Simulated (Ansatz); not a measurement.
# How fast states decay through Rb2InBF6, part 2 of 3

A new crystal, Rb2InBF6: structure, gap and complex bands. It is built by putting Rb for Cs, B for Al in the Cs2AlInF6 structure of space group Fm-3m, with the volume rescaled by atomic radii. The parent structure comes from the Materials Project.

Ansatz 0.2.0; r2SCAN DFT, plane waves, PAW files (the session's first sound run).

So far. Step 2 (Cell and atoms at rest): The largest force component on a free atom ends at 0.0027 eV/Å.

The structure was built from a prototype and need not be the compound's stable phase.

## 3. Band edges

The energy window and the wavevectors of the next steps follow from the band edges, so these are searched first, off the mesh as well.

input.yaml reads:

```yaml
crystal:
  lattice:
    - [0.0, 4.2470471573, 4.2470471573]
    - [4.2470471573, 0.0, 4.2470471573]
    - [4.2470471573, 4.2470471573, 0.0]
  atoms:
    - { symbol: Rb, position: [0.75, 0.75, 0.75] }
    - { symbol: Rb, position: [0.25, 0.25, 0.25] }
    - { symbol: B, position: [0.0, 0.0, 0.0] }
    - { symbol: In, position: [0.5, 0.5, 0.5] }
    - { symbol: F, position: [0.8075564782, 0.1924435218, 0.1924435218] }
    - { symbol: F, position: [0.1924435218, 0.1924435218, 0.8075564782] }
    - { symbol: F, position: [0.1924435218, 0.8075564782, 0.8075564782] }
    - { symbol: F, position: [0.1924435218, 0.8075564782, 0.1924435218] }
    - { symbol: F, position: [0.8075564782, 0.1924435218, 0.8075564782] }
    - { symbol: F, position: [0.8075564782, 0.8075564782, 0.1924435218] }
kpoints:
  mp_grid: { grid: [6, 6, 6] }
  band_path: { path: [VBM, CBM], npoints: 30 }
scf:
  occupations: { method: fixed }
hamiltonian:
  xc: r2scan
output:
  eigenvalues: true
  write_potential: true
  write_density: true
  volumetric_format: npy
```

Command:

```bash
ansatz run input.yaml --threads 2 --pin off --max-ram 4096MiB --backend cpu --events-out ev --progress --plain --runs-dir out
```

Numbers of over 12 decimals in the logs are rounded to 6 here.

Log:

```text
[...]
Crystal: 10 atoms, lattice volume = 153.211 Å³
Basis set: ecut = 500 eV, 3839 PW (Γ), exchange–correlation on 180×180×180 points (64 copies of the dense FFT grid, shifted against one another)
Bands: 48, of which v1, the nominal top of the filled ones, is band 38 counted from 1 (37 counted from 0)
Symmetry: 48 space group operations
[...]
k-points: 16 of 216
[...]
SCF iter   1: F=—  HF=-17190.432336 eV  |F-HF|=—  |Δ(HF+E_count)|=         —  Δρ=9.64e-3  dr2=1.16e-1  dr2_τ=2.66e-1  ethr=1.77e-3  ⟨swp⟩=5.0  Hψ=2939  notcnv=0  defer=116
[...]
SCF iter   7: F=-17190.634086 eV  HF=-17190.634086 eV  |F-HF|=3.00e-9  |Δ(HF+E_count)|=   1.61e-7  Δρ=2.68e-6  dr2=1.35e-8  dr2_τ=2.65e-9  ethr=1.32e-10  ⟨swp⟩=13.4  Hψ=3895  notcnv=0
SCF 1 converged in 7 iterations: F = -17190.634086 eV  dr2 = 1.35e-8
[...]
NSCF: frozen V_eff on 16 k-points
[...]
SCF converged after 7 iterations
Free energy (F): -17190.634086 eV
[...]
Internal energy: -17190.634086 eV  (E = F + TS)
E sigma→0 (E₀):  -17190.634086 eV
Fermi energy:    4.996477 eV
[...]
--- Band table (eV; the first three rows and the last of 16) ---
  k-point 0: bands = [... 34 lower, 2.7313, 2.7313, 2.7313, 3.5456, 9.7742, 9.7742, 9.7742, 12.1809, ... 6 higher]
  k-point 1: bands = [... 34 lower, 2.7040, 2.7040, 2.7160, 3.8446, 9.6063, 9.9373, 9.9373, 12.3935, ... 6 higher]
  k-point 2: bands = [... 34 lower, 2.6550, 2.6550, 2.6842, 4.2683, 9.4496, 10.2648, 10.2648, 12.9944, ... 6 higher]
  k-point 15: bands = [... 34 lower, 2.5826, 2.6116, 2.6797, 4.9251, 9.9323, 10.1594, 10.3429, 12.8075, ... 6 higher]
```

Run time: 15 s. Hardware: 2 threads of Intel Xeon 6975P-C (Granite Rapids), shared host; peak memory 0.82 GiB.

This step gave:

| Quantity | Value |
| --- | --- |
| Fermi energy | 4.996 eV |
| gap on the k-mesh | 4.434 eV |
| gap on path | 4.434 eV, by band count; negative where bands overlap |
| direct gap on path | 4.826 eV |
| edge places on path | 0, 0.6406 1/A along the path |

The electronic bands at the labelled points (eV, zero at the Fermi level (highest filled level under fixed occupations); v1 is the highest filled band, c1 the lowest empty one):

```tsv
point	v4	v3	v2	v1	c1	c2	c3	c4
VBM	-2.41	-2.41	-2.28	0.00	4.83	5.28	5.28	7.64
halfway	-2.39	-2.38	-2.31	-0.28	4.74	5.22	5.37	8.01
CBM	-2.36	-2.36	-2.33	-0.56	4.43	5.43	5.43	8.59
```

The searched edges give 4.43 eV, as on the mesh.

## 4. Decaying states in the gap, plane (111)

This step: r2SCAN DFT, plane waves, PAW files; complex bands by layer matching along the plane's normal (Ansatz 0.2.0).

The same crystal is laid in a cell whose first two vectors span the (111) plane (indices of the standard conventional cell, whose axes can be ordered otherwise than in the bulk input). At fixed energy and wavevector in the plane the solver finds all kz, real and complex. A few wavevectors are listed, (0, 0) and (-0.5, -0.5) in units of the plane's reciprocal vectors; the slowest state needn't be among them.

input.yaml reads:

```yaml
crystal:
  lattice:
    - [6.00623169, 0.0, 0.0]
    - [3.003115845, 5.201549224, 0.0]
    - [3.003115845, 1.733849741, 4.904067639]
  atoms:
    - { symbol: Rb, position: [0.25, 0.25, 0.25] }
    - { symbol: Rb, position: [0.75, 0.75, 0.75] }
    - { symbol: B, position: [0.0, 0.0, 0.0] }
    - { symbol: In, position: [0.5, 0.5, 0.5] }
    - { symbol: F, position: [0.8075564782, 0.8075564782, 0.1924435218] }
    - { symbol: F, position: [0.8075564782, 0.1924435218, 0.1924435218] }
    - { symbol: F, position: [0.1924435218, 0.1924435218, 0.8075564782] }
    - { symbol: F, position: [0.1924435218, 0.8075564782, 0.1924435218] }
    - { symbol: F, position: [0.8075564782, 0.1924435218, 0.8075564782] }
    - { symbol: F, position: [0.1924435218, 0.8075564782, 0.8075564782] }
kpoints:
  mp_grid: { grid: [6, 6, 6] }
scf:
  occupations: { method: fixed }
hamiltonian:
  xc: r2scan
output:
  eigenvalues: true
  transmission:
    leads: [[0, 0]]
    kpoints: [[0.0, 0.0], [-0.5, -0.5]]
    e_range: [-1.0, 5.43]
    de: 0.11
```

Log:

```text
[...]
Crystal: 10 atoms, lattice volume = 153.211 Å³
Basis set: ecut = 500 eV, 3839 PW (Γ), exchange–correlation on 180×180×180 points (64 copies of the dense FFT grid, shifted against one another)
Bands: 48, of which v1, the nominal top of the filled ones, is band 38 counted from 1 (37 counted from 0)
Symmetry: 48 space group operations
[...]
k-points: 16 of 216
[...]
SCF iter   1: F=—  HF=-17190.432304 eV  |F-HF|=—  |Δ(HF+E_count)|=         —  Δρ=9.64e-3  dr2=1.16e-1  dr2_τ=2.66e-1  ethr=1.77e-3  ⟨swp⟩=5.0  Hψ=2939  notcnv=0  defer=116
[...]
SCF iter   7: F=-17190.634086 eV  HF=-17190.634086 eV  |F-HF|=2.99e-9  |Δ(HF+E_count)|=   1.64e-7  Δρ=2.72e-6  dr2=1.38e-8  dr2_τ=2.68e-9  ethr=1.32e-10  ⟨swp⟩=13.8  Hψ=3900  notcnv=0
SCF 1 converged in 7 iterations: F = -17190.634086 eV  dr2 = 1.38e-8
[...]
transmission: 9 of 18 steps passed
transmission: 18 of 18 steps passed
SCF converged after 7 iterations
Free energy (F): -17190.634086 eV
[...]
Internal energy: -17190.634086 eV  (E = F + TS)
E sigma→0 (E₀):  -17190.634086 eV
Fermi energy:    4.996477 eV
[...]
--- Band table (eV; the first three rows and the last of 16) ---
  k-point 0: bands = [... 34 lower, 2.7313, 2.7313, 2.7313, 3.5456, 9.7742, 9.7742, 9.7742, 12.1809, ... 6 higher]
  k-point 1: bands = [... 34 lower, 2.7040, 2.7040, 2.7160, 3.8446, 9.6063, 9.9373, 9.9373, 12.3935, ... 6 higher]
  k-point 2: bands = [... 34 lower, 2.6550, 2.6550, 2.6842, 4.2683, 9.4496, 10.2648, 10.2648, 12.9944, ... 6 higher]
  k-point 15: bands = [... 34 lower, 2.5826, 2.6116, 2.6797, 4.9251, 9.9323, 10.1594, 10.3429, 12.8075, ... 6 higher]
--- Transmission ---
  basis      : 313 plane waves across, 9 finite elements along
  points     : 2, as listed
  energies   : 59 from -1.000000 to 5.380000 eV about the Fermi level, 0.110000 eV apart; the leads are filled to 2.217202 eV, and channels, transmission and decay are at 2.190000 eV
  crystal 0  : Rb2F6B1In1, at the sites [0, 0], period 4.9041 Å: whole cells are its period
    offset         : up to 0.0000 Å between an atom of the period and one for which it stands
    channels       : 0.000000e0 a spin
    conductance    : none, the energies end too early or step too widely for 300 K: set another output.transmission.e_range or a lower de, or, where they end at an eighth of basis.ecutwfc, a higher one
    slowest decay  : 0.5243 /Å at (-0.5000, -0.5000)
```

Elapsed: 95 s, on 2 threads; peak memory 1.5 GiB.

This step gave:

- level to which the leads are filled: 2.217 eV from the Fermi level
- decay constant at the filling level, zone centre: 0.5483 Å⁻¹
- decay constant at the filling level, slowest listed point: 0.5243 Å⁻¹

K parallel (0, 0); values up to 1.5 1/Å, a degenerate pair printed once or twice; energies at which all values exceed this have no row. The Im kz of the slowest decaying states by energy, zero at the highest filled level on the SCF mesh:

```tsv
energy (eV)	decay 1 (Å⁻¹)	decay 2 (Å⁻¹)	decay 3 (Å⁻¹)	decay 4 (Å⁻¹)
-1.000	0.595	0.789	0.960	1.03
-0.450	0.177	0.619	0.807	0.933
-0.010	0.397	0.627	0.816	0.895
0.540	0.611	0.628	0.821	1.03
0.980	0.596	0.622	0.821	1.07
1.530	0.578	0.606	0.816	1.04
1.970	0.559	0.588	0.808	1.03
2.520	0.529	0.555	0.793	1.00
2.960	0.497	0.520	0.777	0.982
3.510	0.443	0.462	0.750	0.955
3.950	0.374	0.395	0.723	0.932
4.500	0.250	0.279	0.680	0.901
5.050	0.191	0.434	0.625	0.871
```

K parallel (-0.5, -0.5); values up to 1.5 1/Å, a degenerate pair printed once or twice; energies at which all values exceed this have no row. Table of Im kz of the slowest decaying states by energy, zero at the highest filled level on the SCF mesh:

```tsv
energy (eV)	decay 1 (Å⁻¹)	decay 2 (Å⁻¹)	decay 3 (Å⁻¹)	decay 4 (Å⁻¹)
-1.00	0.303	0.562	0.692	0.849
-0.78	0.227	0.570	0.711	0.866
-0.45	0.577	0.733	0.886	0.907
-0.23	0.580	0.745	0.898	0.908
-0.01	0.581	0.755	0.907	0.908
0.32	0.290	0.581	0.766	0.907
0.54	0.360	0.579	0.771	0.906
0.76	0.411	0.576	0.776	0.904
1.09	0.468	0.569	0.779	0.899
1.31	0.498	0.563	0.780	0.894
1.53	0.524	0.556	0.779	0.889
1.86	0.542	0.558	0.775	0.882
2.08	0.531	0.579	0.771	0.858
2.30	0.518	0.600	0.765	0.815
2.52	0.502	0.629	0.750	0.757
2.85	0.475	0.661	0.742	0.899
3.07	0.453	0.643	0.730	0.901
3.29	0.428	0.624	0.715	0.902
3.62	0.379	0.593	0.688	0.899
3.84	0.336	0.570	0.666	0.889
4.06	0.278	0.543	0.639	0.878
4.39	0.103	0.492	0.588	0.860
4.61	0.345	0.538	0.543	0.845
4.83	0.482	0.553	0.825	0.873
5.16	0.0814	0.303	0.562	0.769
5.38	0.162	0.564	0.695	0.834
```

At the listed wavevectors the last open channel is at -0.01 eV and the next at +4.50 eV on the grid. At +2.19 eV, the grid energy nearest the filling level (the middle of the gap on the SCF mesh), the slowest state at the listed wavevectors decays with κ = 0.524 Å⁻¹, its amplitude falling by e over 1.9 Å. Through 1 nm of this crystal that state's transmission falls by exp(−2 × 0.524 Å⁻¹ × 10 Å) = 2.8e-5.

## 5. Decay over the two-dimensional zone

The listed points could miss the slowest state, so one energy near mid-gap is solved on a mesh of 8×8.

Edit input.yaml of step 4 so:

```diff
@@ -24,6 +24,2 @@
   eigenvalues: true
-  transmission:
-    leads: [[0, 0]]
-    kpoints: [[0.0, 0.0], [-0.5, -0.5]]
-    e_range: [-1.0, 5.43]
-    de: 0.11
+  transmission: { leads: [[0, 0]], kmesh: [8, 8], e_range: [2.22, 2.23], de: 0.05 }
```

Log:

```text
[...]
Crystal: 10 atoms, lattice volume = 153.211 Å³
Basis set: ecut = 500 eV, 3839 PW (Γ), exchange–correlation on 180×180×180 points (64 copies of the dense FFT grid, shifted against one another)
Bands: 48, of which v1, the nominal top of the filled ones, is band 38 counted from 1 (37 counted from 0)
Symmetry: 48 space group operations
[...]
k-points: 16 of 216
[...]
SCF iter   1: F=—  HF=-17190.432304 eV  |F-HF|=—  |Δ(HF+E_count)|=         —  Δρ=9.64e-3  dr2=1.16e-1  dr2_τ=2.66e-1  ethr=1.77e-3  ⟨swp⟩=5.0  Hψ=2939  notcnv=0  defer=116
[...]
SCF iter   7: F=-17190.634086 eV  HF=-17190.634086 eV  |F-HF|=2.99e-9  |Δ(HF+E_count)|=   1.64e-7  Δρ=2.72e-6  dr2=1.38e-8  dr2_τ=2.68e-9  ethr=1.32e-10  ⟨swp⟩=13.8  Hψ=3900  notcnv=0
SCF 1 converged in 7 iterations: F = -17190.634086 eV  dr2 = 1.38e-8
[...]
transmission: 18 of 90 steps passed
transmission: 36 of 90 steps passed
[...]
transmission: 90 of 90 steps passed
SCF converged after 7 iterations
Free energy (F): -17190.634086 eV
[...]
Internal energy: -17190.634086 eV  (E = F + TS)
E sigma→0 (E₀):  -17190.634086 eV
Fermi energy:    4.996477 eV
[...]
--- Band table (eV; the first three rows and the last of 16) ---
  k-point 0: bands = [... 34 lower, 2.7313, 2.7313, 2.7313, 3.5456, 9.7742, 9.7742, 9.7742, 12.1809, ... 6 higher]
  k-point 1: bands = [... 34 lower, 2.7040, 2.7040, 2.7160, 3.8446, 9.6063, 9.9373, 9.9373, 12.3935, ... 6 higher]
  k-point 2: bands = [... 34 lower, 2.6550, 2.6550, 2.6842, 4.2683, 9.4496, 10.2648, 10.2648, 12.9944, ... 6 higher]
  k-point 15: bands = [... 34 lower, 2.5826, 2.6116, 2.6797, 4.9251, 9.9323, 10.1594, 10.3429, 12.8075, ... 6 higher]
--- Transmission ---
  basis      : 313 plane waves across, 9 finite elements along
  points     : 10, standing for a mesh of 8 x 8
  energies   : 1 from 2.220000 to 2.220000 eV about the Fermi level; the leads are filled to 2.217202 eV, and channels, transmission and decay are at 2.220000 eV
[...]
channels       : 0.000000e0 a spin
    conductance    : none, crystal 0 has no channel at the energies, or these end too early or step too widely for 300 K: set another output.transmission.e_range or a lower de, or, where they end at an eighth of basis.ecutwfc, a higher one
    slowest decay  : 0.5225 /Å at (0.5000, 0.0000)
```

The job ended after 32 s (2 threads; peak memory 1.4 GiB).

Numbers from this step:

```
least decay constant on the mesh : 0.5225 Å⁻¹
```

Slowest decay constant (1/Å; 0 where a channel is open) over k1 and k2. At 2.2200 eV from the Fermi level.

Ten even steps from '0' (0.522) to '9' (0.608):
```
14410220
54523932
11295592
00352530
12955921
52393254
10220144
01510151
```
Columns: k1 (b1) from -0.5 to 0.375; rows upwards: k2 (b2) from -0.5 to 0.375.

The least value on the mesh is 0.522 Å⁻¹ at +2.22 eV. At that energy the listed points give about 0.522 Å⁻¹ by interpolation, so the mesh holds no clearly slower state.

## 6. Decaying states in the gap, plane (001)

The same for the (001) plane, at (0, 0) and (-0.5, 0), to see how the decay depends on direction.

input.yaml reads:

```yaml
crystal:
  lattice:
    - [6.00623169, 0.0, 0.0]
    - [0.0, 6.00623169, 0.0]
    - [3.003115845, 3.003115845, 4.247047157]
  atoms:
    - { symbol: Rb, position: [0.75, 0.25, 0.5] }
    - { symbol: Rb, position: [0.25, 0.75, 0.5] }
    - { symbol: B, position: [0.0, 0.0, 0.0] }
    - { symbol: In, position: [0.5, 0.5, 0.0] }
    - { symbol: F, position: [0.1924435218, 0.8075564782, 0.0] }
    - { symbol: F, position: [0.8075564782, 0.8075564782, 0.3848870436] }
    - { symbol: F, position: [0.8075564782, 0.1924435218, 0.0] }
    - { symbol: F, position: [0.1924435218, 0.1924435218, 0.0] }
    - { symbol: F, position: [0.8075564782, 0.8075564782, 0.0] }
    - { symbol: F, position: [0.1924435218, 0.1924435218, 0.6151129564] }
kpoints:
  mp_grid: { grid: [6, 6, 6] }
scf:
  occupations: { method: fixed }
hamiltonian:
  xc: r2scan
output:
  eigenvalues: true
  transmission:
    leads: [[0, 0]]
    kpoints: [[0.0, 0.0], [-0.5, 0.0]]
    e_range: [-1.0, 5.43]
    de: 0.16
```

Log:

```text
[...]
Crystal: 10 atoms, lattice volume = 153.211 Å³
Basis set: ecut = 500 eV, 3839 PW (Γ), exchange–correlation on 180×180×180 points (64 copies of the dense FFT grid, shifted against one another)
Bands: 48, of which v1, the nominal top of the filled ones, is band 38 counted from 1 (37 counted from 0)
Symmetry: 48 space group operations
[...]
k-points: 16 of 216
[...]
SCF iter   1: F=—  HF=-17190.432340 eV  |F-HF|=—  |Δ(HF+E_count)|=         —  Δρ=9.64e-3  dr2=1.16e-1  dr2_τ=2.66e-1  ethr=1.77e-3  ⟨swp⟩=5.0  Hψ=2941  notcnv=0  defer=115
[...]
SCF iter   7: F=-17190.634086 eV  HF=-17190.634086 eV  |F-HF|=1.96e-9  |Δ(HF+E_count)|=   1.66e-7  Δρ=3.30e-6  dr2=1.82e-8  dr2_τ=3.65e-9  ethr=1.32e-10  ⟨swp⟩=13.7  Hψ=3829  notcnv=0
SCF 1 converged in 7 iterations: F = -17190.634086 eV  dr2 = 1.82e-8
[...]
transmission: 8 of 16 steps passed
transmission: 16 of 16 steps passed
SCF converged after 7 iterations
Free energy (F): -17190.634086 eV
[...]
Internal energy: -17190.634086 eV  (E = F + TS)
E sigma→0 (E₀):  -17190.634086 eV
Fermi energy:    4.996474 eV
[...]
--- Band table (eV; the first three rows and the last of 16) ---
  k-point 0: bands = [... 34 lower, 2.7313, 2.7313, 2.7313, 3.5456, 9.7742, 9.7742, 9.7742, 12.1809, ... 6 higher]
  k-point 1: bands = [... 34 lower, 2.6873, 2.6873, 2.7284, 3.9555, 9.7159, 9.9016, 9.9016, 12.3307, ... 6 higher]
  k-point 2: bands = [... 34 lower, 2.6142, 2.6142, 2.7225, 4.6520, 9.7601, 10.1550, 10.1550, 12.6475, ... 6 higher]
  k-point 15: bands = [... 34 lower, 2.5932, 2.6410, 2.6490, 4.7888, 9.8499, 10.1311, 10.4231, 13.0382, ... 6 higher]
--- Transmission ---
  basis      : 373 plane waves across, 8 finite elements along
  points     : 2, as listed
[...]
crystal 0  : B1F6In1Rb2, at the sites [0, 0], period 4.2470 Å: whole cells are its period
[...]
channels       : 0.000000e0 a spin
[...]
slowest decay  : 0.4497 /Å at (0.0000, 0.0000)
```

It took 91 s on 2 threads; peak memory 1.6 GiB; 2.3 min of CPU time.

Numbers from this step:

| Quantity | Value |
| --- | --- |
| decay constant at the filling level, zone centre | 0.4497 Å⁻¹ |
| decay constant at the filling level, slowest listed point | 0.4497 Å⁻¹ |

K parallel (0, 0); values up to 1.5 1/Å, a degenerate pair printed once or twice; energies at which all values exceed this have no row. The Im kz of the slowest decaying states by energy, zero at the highest filled level on the SCF mesh:

```tsv
energy (eV)	decay 1 (Å⁻¹)	decay 2 (Å⁻¹)	decay 3 (Å⁻¹)	decay 4 (Å⁻¹)
-1.00	0.583	0.667	0.895	0.975
-0.52	0.592	0.707	0.913	1.01
-0.04	0.597	0.730	0.922	0.989
0.44	0.248	0.599	0.741	0.924
0.76	0.313	0.597	0.743	0.923
1.24	0.377	0.591	0.738	0.917
1.72	0.420	0.581	0.725	0.885
2.20	0.450	0.566	0.702	0.849
2.68	0.471	0.545	0.669	0.807
3.16	0.485	0.516	0.622	0.762
3.64	0.473	0.493	0.556	0.712
3.96	0.431	0.495	0.495	0.677
4.44	0.318	0.349	0.493	0.622
4.92	0.205	0.249	0.481	0.563
5.40	0.219	0.279	0.476	0.499
```

K parallel (-0.5, 0); values up to 1.5 1/Å, a degenerate pair printed once or twice; energies at which all values exceed this have no row. Table of Im kz of the slowest decaying states by energy, zero at the highest filled level on the SCF mesh:

```tsv
energy (eV)	decay 1 (Å⁻¹)	decay 2 (Å⁻¹)	decay 3 (Å⁻¹)	decay 4 (Å⁻¹)
-1.00	0.341	0.785	0.899	0.957
-0.52	0.826	0.934	0.982	1.02
-0.04	0.355	0.863	0.967	0.983
0.44	0.442	0.898	0.979	0.996
0.76	0.478	0.917	0.942	0.974
1.24	0.521	0.858	0.937	0.962
1.72	0.561	0.782	0.938	0.947
2.20	0.654	0.918	0.927	0.961
2.68	0.636	0.887	0.902	0.944
3.16	0.619	0.840	0.872	0.924
3.64	0.589	0.695	0.834	0.899
3.96	0.395	0.749	0.804	0.881
4.44	0.745	0.781	0.849	0.955
4.92	0.0765	0.655	0.694	0.811
5.40	0.332	0.596	0.763	0.964
```

At the listed wavevectors the last open channel is at -0.04 eV and the next at +4.44 eV on the grid. At +2.20 eV, the grid energy nearest the filling level (the middle of the gap on the SCF mesh), the slowest state at the listed wavevectors decays with κ = 0.450 Å⁻¹, its amplitude falling by e over 2.2 Å; the first such run, plane (111), gave 0.524 Å⁻¹.

[end of part 2 of 3]

[Logs are printed without paths, hosts, clocks, repeated set-up lines and the standing remarks that a program may print on its own settings, such as how far it seeks lower states.]

[Hosts, paths, dates, database ids (printed as entryN), source tags and the programs' standing remarks are cut or masked in the printed files.]
